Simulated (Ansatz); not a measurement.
## Ta wire along [100], 16 atoms a period: bands along the axis

What gap, if any, does the Ta wire along [100], 16 atoms a period have, and how many channels would it open?

Method: DFT PBE, plane waves, PAW; relaxation of a wire's period; PAW set soft_1, in the first sound run; inputs show where later runs differ, in Ansatz 0.2.0.

## (1) Set-up

The cell holds 16 atoms: 16 Ta. Cell: a = 16.760 Å, b = 16.760 Å, c = 3.320 Å, α = 90.0°, β = 90.0°, γ = 90.0°. Vacuum lies along a and b. The structure's axis is c.

## (2) Relaxing the period

Band widths follow the bond lengths, so the wire is relaxed first. The atoms and the third cell vector are free; the box across stays fixed as vacuum. A Fermi-Dirac smearing is set since the result may be a metal. The pressure printed is a third of the stress's trace over the whole box, vacuum included; only the stress along the axis is relaxed.

input.yaml reads:

```yaml
crystal:
  lattice:
    - [16.76, 0.0, 0.0]
    - [0.0, 16.76, 0.0]
    - [0.0, 0.0, 3.32]
  atoms:
    - { symbol: Ta, position: [0.202863962, 0.5, 0.0] }
    - { symbol: Ta, position: [0.400954654, 0.301909308, 0.0] }
    - { symbol: Ta, position: [0.400954654, 0.5, 0.0] }
    - { symbol: Ta, position: [0.400954654, 0.698090692, 0.0] }
    - { symbol: Ta, position: [0.599045346, 0.301909308, 0.0] }
    - { symbol: Ta, position: [0.599045346, 0.5, 0.0] }
    - { symbol: Ta, position: [0.599045346, 0.698090692, 0.0] }
    - { symbol: Ta, position: [0.797136038, 0.5, 0.0] }
    - { symbol: Ta, position: [0.301909308, 0.400954654, 0.5] }
    - { symbol: Ta, position: [0.301909308, 0.599045346, 0.5] }
    - { symbol: Ta, position: [0.5, 0.202863962, 0.5] }
    - { symbol: Ta, position: [0.5, 0.400954654, 0.5] }
    - { symbol: Ta, position: [0.5, 0.599045346, 0.5] }
    - { symbol: Ta, position: [0.5, 0.797136038, 0.5] }
    - { symbol: Ta, position: [0.698090692, 0.400954654, 0.5] }
    - { symbol: Ta, position: [0.698090692, 0.599045346, 0.5] }
kpoints:
  mp_grid: { grid: [1, 1, 25] }
scf:
  occupations: { method: fermi_dirac, width: 0.05 }
hamiltonian:
  xc: pbe
  pseudopotentials: { kind: paw, azcp: { folder: soft_1 } }
relax:
  cell: { fix: [a, b, alpha, beta, gamma] }
  max_steps: 45
  f_tol: 0.03
```

On the command line:

```bash
> ansatz run input.yaml --threads 4 --pin off --max-ram 16384MiB --backend cpu --events-out ev --progress --plain --runs-dir out
```

Numbers of over 12 decimals in the logs are rounded to 6 here.

The log of the run:

```text
Engine: ansatz 0.2.0, x86_64-unknown-linux-gnu
Pseudopotentials: kind: paw
Pseudopotential: Ta, paw, valence charge 13, recommended cutoff 420 eV (normal), soft_1/Ta.paw.azcp
Functional definition: PBE
  parameter kappa = 0.804
  parameter beta = 0.066725
  exchange = pbe_x(kappa = kappa, mu = beta*pi^2/3)
  correlation = pbe_c(beta = beta)
Crystal: 16 atoms, lattice volume = 932.580 Å³
Basis set: ecut = 420 eV, 18311 PW (Γ), exchange–correlation on 240×240×48 points (8 copies of the dense FFT grid, shifted against one another)
Bands: 125, of which v1, the nominal top of the filled ones, is band 104 counted from 1 (103 counted from 0)
Symmetry: 16 space group operations
Space group: P42/mmc (ITA 131), of the structure as read, at distance tolerance 9.8e-5 Å
k-points: 13 of 25
Non-local potential: Ta, projectors of the file, l = 0: 3, l = 1: 2, l = 2: 2, l = 3: 1
PAW form: soft (Blöchl's): semilocal exchange-correlation on the pseudo side does not see the compensation charge
PAW one-centre angular grid: Ta, 590 points (default); XC on 64 Gauss nodes
Initial density: superposition of atomic densities (neutral atoms: chi_scale 0, normalization atom)
Initial wavefunctions: pseudopotential atomic-orbital guess
Functional: x = pbe(κ = 0.804, μ = 0.219515), c = pbe(β = 0.066725)
SCF iter   1: F=—  HF=-158929.678799 eV  |F-HF|=—  |Δ(HF+E_count)|=         —  Δρ=4.17e-2  dr2=1.89e2  ethr=3.10e-3  ⟨swp⟩=11.8  Hψ=7717  notcnv=0  defer=4
preconditioner: auto → LDOS  [metal: Δε(μ)=0.020 eV  Ē_g=4.005 eV  σ=0.050 eV  W_gap=0.10  n_scr=142 (ndim 8)  ℏωp=10.9 eV  f_vac=0.533  D(μ)=14.19/eV (n_scr^D=60)  β→1.0]
SCF iter   2: F=—  HF=-158946.877950 eV  |F-HF|=—  |Δ(HF+E_count)|=    1.72e1  Δρ=7.57e-2  dr2=8.87e2  ethr=3.10e-3  ⟨swp⟩=9.1  Hψ=7904  notcnv=0  defer=57  recentre
SCF iter   3: F=—  HF=-158916.331100 eV  |F-HF|=—  |Δ(HF+E_count)|=    3.05e1  Δρ=1.96e-2  dr2=4.96e1  ethr=3.10e-3  ⟨swp⟩=6.6  Hψ=6704  notcnv=1  defer=32
SCF iter   4: F=—  HF=-158912.971007 eV  |F-HF|=—  |Δ(HF+E_count)|=    3.36e0  Δρ=4.33e-3  dr2=8.35e-1  ethr=3.10e-3  ⟨swp⟩=5.2  Hψ=3239  notcnv=0  defer=42
SCF iter   5: F=—  HF=-158912.921329 eV  |F-HF|=—  |Δ(HF+E_count)|=   4.97e-2  Δρ=1.56e-3  dr2=4.66e-2  ethr=4.02e-4  ⟨swp⟩=3.8  Hψ=2531  notcnv=0  defer=44
SCF iter   6: F=—  HF=-158912.918303 eV  |F-HF|=—  |Δ(HF+E_count)|=   3.03e-3  Δρ=6.88e-4  dr2=1.92e-2  ethr=2.24e-5  ⟨swp⟩=4.5  Hψ=3625  notcnv=0  defer=40
SCF iter   7: F=—  HF=-158912.918527 eV  |F-HF|=—  |Δ(HF+E_count)|=   2.25e-4  Δρ=4.10e-4  dr2=9.95e-3  ethr=9.22e-6  ⟨swp⟩=2.8  Hψ=2307  notcnv=0  defer=40
SCF iter   8: F=—  HF=-158912.918566 eV  |F-HF|=—  |Δ(HF+E_count)|=   3.89e-5  Δρ=1.39e-4  dr2=1.69e-3  ethr=4.78e-6  ⟨swp⟩=1.6  Hψ=1643  notcnv=0  defer=39
SCF iter   9: F=—  HF=-158912.918615 eV  |F-HF|=—  |Δ(HF+E_count)|=   4.85e-5  Δρ=3.70e-5  dr2=4.49e-5  ethr=8.13e-7  ⟨swp⟩=2.2  Hψ=1909  notcnv=0  defer=40
SCF iter  10: F=—  HF=-158912.918587 eV  |F-HF|=—  |Δ(HF+E_count)|=   2.78e-5  Δρ=1.38e-5  dr2=6.75e-6  ethr=2.16e-8  ⟨swp⟩=2.5  Hψ=2280  notcnv=0  defer=39
SCF iter  11: F=—  HF=-158912.918588 eV  |F-HF|=—  |Δ(HF+E_count)|=   1.57e-6  Δρ=6.06e-6  dr2=2.35e-6  ethr=3.24e-9  ⟨swp⟩=2.3  Hψ=2398  notcnv=0  defer=39
SCF iter  12: F=—  HF=-158912.918588 eV  |F-HF|=—  |Δ(HF+E_count)|=   1.67e-8  Δρ=2.23e-6  dr2=2.64e-7  ethr=1.13e-9  ⟨swp⟩=2.0  Hψ=1779  notcnv=0  defer=39
SCF iter  13: F=-158912.918588 eV  HF=-158912.918588 eV  |F-HF|=1.10e-8  |Δ(HF+E_count)|=   1.94e-8  Δρ=6.12e-7  dr2=1.62e-8  ethr=4.81e-11  ⟨swp⟩=5.5  Hψ=5186  notcnv=0
SCF 1 converged in 13 iterations: F = -158912.918588 eV  dr2 = 1.62e-8
  greatest PAW one-centre occupation: 0.999 electrons in one spin orbital (limit 2), on the Ta atom at site 12 (counted from 0), in its partial waves of l = 0
relax step   1: F+E_penalty+E_count = -158912.91858832 eV  Δ(F+E_penalty+E_count) = +0.000e0 eV  max|allowed force component| = 2.469e0 eV/Å  Δτ_max = 0.0000 Å  P = -4.746 GPa  Ω = 932.580 Å³  fix = [a, b, alpha, beta, gamma]  reactions: a -4.114, b -4.114 GPa  (13 SCF iters, dr2 threshold 1.00e-7 eV, accepted)
Crystal: 16 atoms, lattice volume = 902.869 Å³
Basis set: ecut = 420 eV, 17695 PW (Γ), exchange–correlation on 240×240×48 points (8 copies of the dense FFT grid, shifted against one another)
Initial density: handed on by an earlier stage of this run
Initial wavefunctions: those handed on with the density
iter 1 solved again at ethr=1.56e-3 eV; its pass at ethr=3.10e-3 eV (dr2=3.25e0 eV) is discarded
SCF iter   1: F=—  HF=-158915.480840 eV  |F-HF|=—  |Δ(HF+E_count)|=         —  Δρ=1.10e-2  dr2=3.27e0  ethr=1.56e-3  ⟨swp⟩=2.7  Hψ=9202  notcnv=0  defer=1
preconditioner: auto → LDOS  [metal: Δε(μ)=0.023 eV  Ē_g=3.471 eV  σ=0.050 eV  W_gap=0.12  n_scr=142 (ndim 8)  ℏωp=11.1 eV  f_vac=0.559  D(μ)=21.15/eV (n_scr^D=114)  β→1.0]
SCF iter   2: F=—  HF=-158915.200434 eV  |F-HF|=—  |Δ(HF+E_count)|=   2.80e-1  Δρ=8.20e-3  dr2=2.07e0  ethr=1.56e-3  ⟨swp⟩=3.6  Hψ=2945  notcnv=0  defer=2
SCF iter   3: F=—  HF=-158914.903220 eV  |F-HF|=—  |Δ(HF+E_count)|=   2.97e-1  Δρ=1.47e-3  dr2=5.16e-2  ethr=9.98e-4  ⟨swp⟩=2.6  Hψ=2630  notcnv=0  defer=47
SCF iter   4: F=—  HF=-158914.895772 eV  |F-HF|=—  |Δ(HF+E_count)|=   7.45e-3  Δρ=4.46e-4  dr2=1.71e-3  ethr=2.48e-5  ⟨swp⟩=3.1  Hψ=3137  notcnv=0  defer=47
SCF iter   5: F=—  HF=-158914.897339 eV  |F-HF|=—  |Δ(HF+E_count)|=   1.57e-3  Δρ=1.22e-4  dr2=1.42e-4  ethr=8.24e-7  ⟨swp⟩=2.8  Hψ=2941  notcnv=0  defer=47
SCF iter   6: F=—  HF=-158914.897516 eV  |F-HF|=—  |Δ(HF+E_count)|=   1.76e-4  Δρ=4.44e-5  dr2=2.66e-5  ethr=6.85e-8  ⟨swp⟩=2.2  Hψ=2667  notcnv=0  defer=47
SCF iter   7: F=—  HF=-158914.897536 eV  |F-HF|=—  |Δ(HF+E_count)|=   1.97e-5  Δρ=1.42e-5  dr2=2.98e-6  ethr=1.28e-8  ⟨swp⟩=3.1  Hψ=3240  notcnv=0  defer=47
SCF iter   8: F=-158914.897537 eV  HF=-158914.897537 eV  |F-HF|=9.12e-8  |Δ(HF+E_count)|=   1.74e-6  Δρ=4.73e-6  dr2=3.82e-7  ethr=7.69e-10  ⟨swp⟩=5.0  Hψ=5489  notcnv=0
SCF 2 converged in 8 iterations: F = -158914.897537 eV  dr2 = 3.82e-7
relax step   2: F+E_penalty+E_count = -158914.89753740 eV  Δ(F+E_penalty+E_count) = -1.979e0 eV  max|allowed force component| = 3.588e-1 eV/Å  Δτ_max = 0.1949 Å  P = -0.478 GPa  Ω = 902.869 Å³  energy of the carried Pulay correction = +1.956e-3 eV  fix = [a, b, alpha, beta, gamma]  reactions: a -0.256, b -0.256 GPa  (8 SCF iters, dr2 threshold 1.60e-6 eV, accepted)
Crystal: 16 atoms, lattice volume = 886.384 Å³
Basis set: ecut = 420 eV, 17311 PW (Γ), exchange–correlation on 240×240×48 points (8 copies of the dense FFT grid, shifted against one another)
iter 1 solved again at ethr=6.06e-4 eV; its pass at ethr=3.10e-3 eV (dr2=1.26e0 eV) is discarded
SCF iter   1: F=—  HF=-158915.059640 eV  |F-HF|=—  |Δ(HF+E_count)|=         —  Δρ=4.28e-3  dr2=1.28e0  ethr=6.06e-4  ⟨swp⟩=2.7  Hψ=7581  notcnv=0
preconditioner: auto → LDOS  [metal: Δε(μ)=0.041 eV  Ē_g=3.432 eV  σ=0.050 eV  W_gap=0.20  n_scr=126 (ndim 8)  ℏωp=11.2 eV  f_vac=0.556  D(μ)=21.08/eV (n_scr^D=114)  β→1.0]
SCF iter   2: F=—  HF=-158914.992898 eV  |F-HF|=—  |Δ(HF+E_count)|=   6.67e-2  Δρ=2.45e-3  dr2=1.90e-1  ethr=6.06e-4  ⟨swp⟩=2.7  Hψ=2429  notcnv=0
SCF iter   3: F=—  HF=-158914.978307 eV  |F-HF|=—  |Δ(HF+E_count)|=   1.46e-2  Δρ=7.77e-4  dr2=2.22e-2  ethr=9.13e-5  ⟨swp⟩=3.2  Hψ=3470  notcnv=0
SCF iter   4: F=—  HF=-158914.974531 eV  |F-HF|=—  |Δ(HF+E_count)|=   3.78e-3  Δρ=2.30e-4  dr2=2.34e-3  ethr=1.07e-5  ⟨swp⟩=2.2  Hψ=2493  notcnv=0
SCF iter   5: F=—  HF=-158914.974579 eV  |F-HF|=—  |Δ(HF+E_count)|=   4.75e-5  Δρ=5.65e-5  dr2=3.80e-5  ethr=1.12e-6  ⟨swp⟩=2.0  Hψ=1825  notcnv=0
SCF iter   6: F=—  HF=-158914.974629 eV  |F-HF|=—  |Δ(HF+E_count)|=   5.00e-5  Δρ=1.84e-5  dr2=3.41e-6  ethr=1.83e-8  ⟨swp⟩=3.1  Hψ=2723  notcnv=0
SCF iter   7: F=-158914.974632 eV  HF=-158914.974632 eV  |F-HF|=1.93e-7  |Δ(HF+E_count)|=   3.27e-6  Δρ=6.37e-6  dr2=4.05e-7  ethr=7.69e-10  ⟨swp⟩=5.0  Hψ=6026  notcnv=0
SCF 3 converged in 7 iterations: F = -158914.974632 eV  dr2 = 4.05e-7
relax step   3: F+E_penalty+E_count = -158914.97463214 eV  Δ(F+E_penalty+E_count) = -7.709e-2 eV  max|allowed force component| = 1.595e-1 eV/Å  Δτ_max = 0.0307 Å  P = +0.262 GPa  Ω = 886.384 Å³  energy of the carried Pulay correction = +3.069e-3 eV  fix = [a, b, alpha, beta, gamma]  reactions: a +0.285, b +0.285 GPa  (7 SCF iters, dr2 threshold 1.60e-6 eV, accepted)
Crystal: 16 atoms, lattice volume = 885.033 Å³
Basis set: ecut = 420 eV, 17263 PW (Γ), exchange–correlation on 240×240×48 points (8 copies of the dense FFT grid, shifted against one another)
iter 1 solved again at ethr=3.23e-4 eV; its pass at ethr=3.10e-3 eV (dr2=6.72e-1 eV) is discarded
SCF iter   1: F=—  HF=-158915.018135 eV  |F-HF|=—  |Δ(HF+E_count)|=         —  Δρ=2.67e-3  dr2=6.83e-1  ethr=3.23e-4  ⟨swp⟩=2.2  Hψ=5706  notcnv=0
preconditioner: auto → LDOS  [metal: Δε(μ)=0.005 eV  Ē_g=3.389 eV  σ=0.050 eV  W_gap=0.02  n_scr=126 (ndim 8)  ℏωp=11.2 eV  f_vac=0.555  D(μ)=20.77/eV (n_scr^D=106)  β→1.0]
SCF iter   2: F=—  HF=-158914.992839 eV  |F-HF|=—  |Δ(HF+E_count)|=   2.53e-2  Δρ=1.00e-3  dr2=7.44e-2  ethr=3.23e-4  ⟨swp⟩=2.6  Hψ=2037  notcnv=0
SCF iter   3: F=—  HF=-158914.989275 eV  |F-HF|=—  |Δ(HF+E_count)|=   3.56e-3  Δρ=3.20e-4  dr2=6.63e-3  ethr=3.58e-5  ⟨swp⟩=2.0  Hψ=2358  notcnv=0
SCF iter   4: F=—  HF=-158914.989005 eV  |F-HF|=—  |Δ(HF+E_count)|=   2.71e-4  Δρ=1.05e-4  dr2=3.40e-4  ethr=3.19e-6  ⟨swp⟩=2.0  Hψ=2150  notcnv=0
SCF iter   5: F=—  HF=-158914.988965 eV  |F-HF|=—  |Δ(HF+E_count)|=   4.00e-5  Δρ=3.25e-5  dr2=1.24e-5  ethr=1.63e-7  ⟨swp⟩=3.0  Hψ=3061  notcnv=0
SCF iter   6: F=—  HF=-158914.988971 eV  |F-HF|=—  |Δ(HF+E_count)|=   6.16e-6  Δρ=1.32e-5  dr2=2.54e-6  ethr=7.64e-10  ⟨swp⟩=5.6  Hψ=6163  notcnv=0
SCF iter   7: F=-158914.988973 eV  HF=-158914.988973 eV  |F-HF|=4.12e-7  |Δ(HF+E_count)|=   1.89e-6  Δρ=5.03e-6  dr2=2.04e-7  ethr=7.64e-10  ⟨swp⟩=4.7  Hψ=4827  notcnv=0
SCF 4 converged in 7 iterations: F = -158914.988973 eV  dr2 = 2.04e-7
relax step   4: F+E_penalty+E_count = -158914.98897299 eV  Δ(F+E_penalty+E_count) = -1.434e-2 eV  max|allowed force component| = 6.000e-2 eV/Å  Δτ_max = 0.0275 Å  P = -0.056 GPa  Ω = 885.033 Å³  energy of the carried Pulay correction = +3.161e-3 eV  fix = [a, b, alpha, beta, gamma]  reactions: a -0.044, b -0.044 GPa  (7 SCF iters, dr2 threshold 1.59e-6 eV, accepted)
Crystal: 16 atoms, lattice volume = 884.984 Å³
iter 1 solved again at ethr=1.08e-5 eV; its pass at ethr=3.10e-3 eV (dr2=2.24e-2 eV) is discarded
SCF iter   1: F=—  HF=-158914.993193 eV  |F-HF|=—  |Δ(HF+E_count)|=         —  Δρ=7.68e-4  dr2=2.31e-2  ethr=1.08e-5  ⟨swp⟩=1.9  Hψ=5307  notcnv=0
preconditioner: auto → LDOS  [metal: Δε(μ)=0.018 eV  Ē_g=3.407 eV  σ=0.050 eV  W_gap=0.09  n_scr=126 (ndim 8)  ℏωp=11.2 eV  f_vac=0.554  D(μ)=20.80/eV (n_scr^D=106)  β→1.0]
SCF iter   2: F=—  HF=-158914.991158 eV  |F-HF|=—  |Δ(HF+E_count)|=   2.03e-3  Δρ=2.89e-4  dr2=2.05e-3  ethr=1.08e-5  ⟨swp⟩=2.0  Hψ=2086  notcnv=0
SCF iter   3: F=—  HF=-158914.991198 eV  |F-HF|=—  |Δ(HF+E_count)|=   3.94e-5  Δρ=1.22e-4  dr2=6.42e-4  ethr=9.87e-7  ⟨swp⟩=2.3  Hψ=2623  notcnv=0
SCF iter   4: F=—  HF=-158914.991149 eV  |F-HF|=—  |Δ(HF+E_count)|=   4.85e-5  Δρ=4.39e-5  dr2=6.13e-5  ethr=3.09e-7  ⟨swp⟩=2.0  Hψ=2206  notcnv=0
SCF iter   5: F=—  HF=-158914.991148 eV  |F-HF|=—  |Δ(HF+E_count)|=   1.22e-6  Δρ=1.17e-5  dr2=2.15e-6  ethr=2.95e-8  ⟨swp⟩=2.0  Hψ=2192  notcnv=0
SCF iter   6: F=—  HF=-158914.991149 eV  |F-HF|=—  |Δ(HF+E_count)|=   5.30e-7  Δρ=4.82e-6  dr2=3.32e-7  ethr=1.08e-10  ⟨swp⟩=6.0  Hψ=6415  notcnv=0
SCF iter   7: F=-158914.991149 eV  HF=-158914.991149 eV  |F-HF|=2.32e-8  |Δ(HF+E_count)|=   1.28e-7  Δρ=1.40e-6  dr2=1.95e-8  ethr=1.08e-10  ⟨swp⟩=4.8  Hψ=4898  notcnv=0
SCF 5 converged in 7 iterations: F = -158914.991149 eV  dr2 = 1.95e-8
  greatest PAW one-centre occupation: 0.999 electrons in one spin orbital (limit 2), on the Ta atom at site 5 (counted from 0), in its partial waves of l = 0
relax step   5: F+E_penalty+E_count = -158914.99114875 eV  Δ(F+E_penalty+E_count) = -2.176e-3 eV  max|allowed force component| = 9.855e-3 eV/Å  Δτ_max = 0.0068 Å  P = -0.004 GPa  Ω = 884.984 Å³  energy of the carried Pulay correction = +3.164e-3 eV  fix = [a, b, alpha, beta, gamma]  reactions: a +0.004, b +0.004 GPa  (7 SCF iters, dr2 threshold 2.25e-7 eV, accepted)
Initial wavefunctions: pseudopotential atomic-orbital guess (no wavefunctions were taken with the density)
iter 1 solved again at ethr=5.98e-7 eV; its pass at ethr=3.10e-3 eV (dr2=1.24e-3 eV) is discarded
SCF iter   1: F=—  HF=-158914.988190 eV  |F-HF|=—  |Δ(HF+E_count)|=         —  Δρ=5.81e-5  dr2=3.55e-6  ethr=5.98e-7  ⟨swp⟩=4.3  Hψ=12453  notcnv=0
preconditioner: auto → LDOS  [metal: Δε(μ)=0.022 eV  Ē_g=3.406 eV  σ=0.050 eV  W_gap=0.11  n_scr=126 (ndim 8)  ℏωp=11.2 eV  f_vac=0.555  D(μ)=20.88/eV (n_scr^D=114)  β→1.0]
SCF iter   2: F=—  HF=-158914.988198 eV  |F-HF|=—  |Δ(HF+E_count)|=   8.14e-6  Δρ=4.79e-6  dr2=1.07e-7  ethr=1.71e-9  ⟨swp⟩=3.0  Hψ=3565  notcnv=0
SCF iter   3: F=—  HF=-158914.988198 eV  |F-HF|=—  |Δ(HF+E_count)|=   7.68e-9  Δρ=1.36e-6  dr2=3.93e-8  ethr=5.13e-11  ⟨swp⟩=2.9  Hψ=3174  notcnv=0
SCF iter   4: F=—  HF=-158914.988198 eV  |F-HF|=—  |Δ(HF+E_count)|=   1.72e-9  Δρ=4.28e-7  dr2=1.42e-9  ethr=1.89e-11  ⟨swp⟩=2.5  Hψ=2715  notcnv=0
SCF iter   5: F=—  HF=-158914.988198 eV  |F-HF|=—  |Δ(HF+E_count)|=  1.75e-10  Δρ=1.31e-7  dr2=2.65e-10  ethr=1.00e-12  ⟨swp⟩=5.8  Hψ=6480  notcnv=0
SCF iter   6: F=-158914.988198 eV  HF=-158914.988198 eV  |F-HF|=8.73e-11  |Δ(HF+E_count)|=  8.73e-11  Δρ=5.72e-8  dr2=5.21e-11  ethr=1.00e-12  ⟨swp⟩=4.9  Hψ=4971  notcnv=0
SCF 6 converged in 6 iterations: F = -158914.988198 eV  dr2 = 5.21e-11
relax step   6: F+E_penalty+E_count = -158914.98819812 eV  Δ(F+E_penalty+E_count) = +2.951e-3 eV  max|allowed force component| = 1.007e-2 eV/Å  Δτ_max = 0.0000 Å  P = -0.004 GPa  Ω = 884.984 Å³  fix = [a, b, alpha, beta, gamma]  reactions: a +0.005, b +0.005 GPa  stress off target by 2.14e-2 GPa on what of the cell is left free  SCF on the basis re-selected at this cell (its energy is not comparable with the rows above)  (6 SCF iters)
basis re-selected at this cell: Δ(F+E_penalty+E_count) = +2.951e-3 eV, ΔP = -0.000 GPa vs the last step (what re-selecting the basis moved, of the pressure what is left beyond the Pulay correction that the steps carried, after the strain that the cell walked since its last selection, with what the two solves' SCF thresholds leave and, on support functions, any second-order correction that the steps lacked; it is no m [...]
SCF converged after 6 iterations
Free energy (F): -158914.988198 eV
Harris-Foulkes:  -158914.988198 eV  (|F-HF|=8.73e-11)
Internal energy: -158914.820286 eV  (E = F + TS)
E sigma→0 (E₀):  -158914.904242 eV
Entropy (-TS):   -0.167912 eV (-10.495 meV/atom)
Fermi energy:    3.383879 eV
--- Per-component energies (eV) ---
  E_band       = -4873.936825
  E_kinetic    = 6289.757478
  E_local      = -112583.313756  (includes V_loc(G=0)·N_el)
  E_nonlocal   = -173.987826
  E_hartree    = 53479.090431
  E_xc         = -5125.504028
  E_vxc        = -3718.385543  (∫ρ·V_xc dr)
  E_paw        = -132872.609930  (= ΣΔE_a)
  E_vpaw       = -1646.189519  (= ΣTr[D̂ρ^β])
  E_aug_tail   = 0.001495  (compensation charges beyond the density's cutoff)
  E_ewald      = 32071.745851
  E_smearing   = -0.167912  (= −TS)
  E_closure    = -0.000000  (closes the sum)
  Σ components = -158914.988198   (vs F -158914.988198, Δ=0.00e0)
--- Forces (eV/Å), atoms counted from 1 ---
  atom   1  Ta    -0.01006657    -0.00000000     0.00000000
  atom   2  Ta    -0.00246544     0.00666102     0.00000000
  atom   3  Ta    -0.00791640     0.00000000     0.00000000
  atom   4  Ta    -0.00246544    -0.00666102     0.00000000
  atom   5  Ta     0.00246544     0.00666102     0.00000000
  atom   6  Ta     0.00791640     0.00000000     0.00000000
  atom   7  Ta     0.00246544    -0.00666102     0.00000000
  atom   8  Ta     0.01006657     0.00000000     0.00000000
  atom   9  Ta     0.00666102    -0.00246544     0.00000000
  atom  10  Ta     0.00666102     0.00246544     0.00000000
  atom  11  Ta     0.00000000    -0.01006657     0.00000000
  atom  12  Ta    -0.00000000    -0.00791640     0.00000000
  atom  13  Ta    -0.00000000     0.00791640     0.00000000
  atom  14  Ta     0.00000000     0.01006657     0.00000000
  atom  15  Ta    -0.00666102    -0.00246544     0.00000000
  atom  16  Ta    -0.00666102     0.00246544     0.00000000
  max |Σ_I F_I| component: 8.67e-18 eV/Å
--- Stress (GPa, compression-positive) ---
        0.004752       0.000000       0.000000
        0.000000       0.004752       0.000000
        0.000000       0.000000      -0.021372
  P = ⅓ Tr σ = -0.0040 GPa (-0.040 kbar)
--- Relaxed structure (5 steps of the walk, 5 accepted, 1 SCFs on fresh bases) ---
  F+E_penalty+E_count = -158914.98819812 eV   max|allowed force component| = 1.007e-2 eV/Å   (the final SCF, on the basis selected at the relaxed cell)
  cell:  # Å, volume = 884.9836 Å³
    - [16.76, 0.0, 0.0]
    - [0.0, 16.76, 0.0]
    - [0.0, 0.0, 3.150556]
  atoms:
    - { symbol: Ta, position: [0.213320, 0.5, 0.0] }
    - { symbol: Ta, position: [0.402592, 0.300863, 0.0] }
    - { symbol: Ta, position: [0.400648, 0.5, 0.0] }
    - { symbol: Ta, position: [0.402592, 0.699137, 0.0] }
    - { symbol: Ta, position: [0.597408, 0.300863, 0.0] }
    - { symbol: Ta, position: [0.599352, 0.5, 0.0] }
    - { symbol: Ta, position: [0.597408, 0.699137, 0.0] }
    - { symbol: Ta, position: [0.786680, 0.5, 0.0] }
    - { symbol: Ta, position: [0.300863, 0.402592, 0.5] }
    - { symbol: Ta, position: [0.300863, 0.597408, 0.5] }
    - { symbol: Ta, position: [0.5, 0.213320, 0.5] }
    - { symbol: Ta, position: [0.5, 0.400648, 0.5] }
    - { symbol: Ta, position: [0.5, 0.599352, 0.5] }
    - { symbol: Ta, position: [0.5, 0.786680, 0.5] }
    - { symbol: Ta, position: [0.699137, 0.402592, 0.5] }
    - { symbol: Ta, position: [0.699137, 0.597408, 0.5] }
```

Elapsed: 2.6 min, on 4 threads of Intel Xeon Platinum 8375C at 2.90GHz (Ice Lake), shared host; peak memory 3.1 GiB; 10 min of CPU time.

(Continued in part 2 of 2.)

[Logs are printed without paths, hosts, clocks, repeated set-up lines and the standing remarks that a program may print on its own settings, such as how far it seeks lower states.]

[Hosts, paths, dates, database ids (printed as entryN), source tags and the programs' standing remarks are cut or masked in the printed files.]
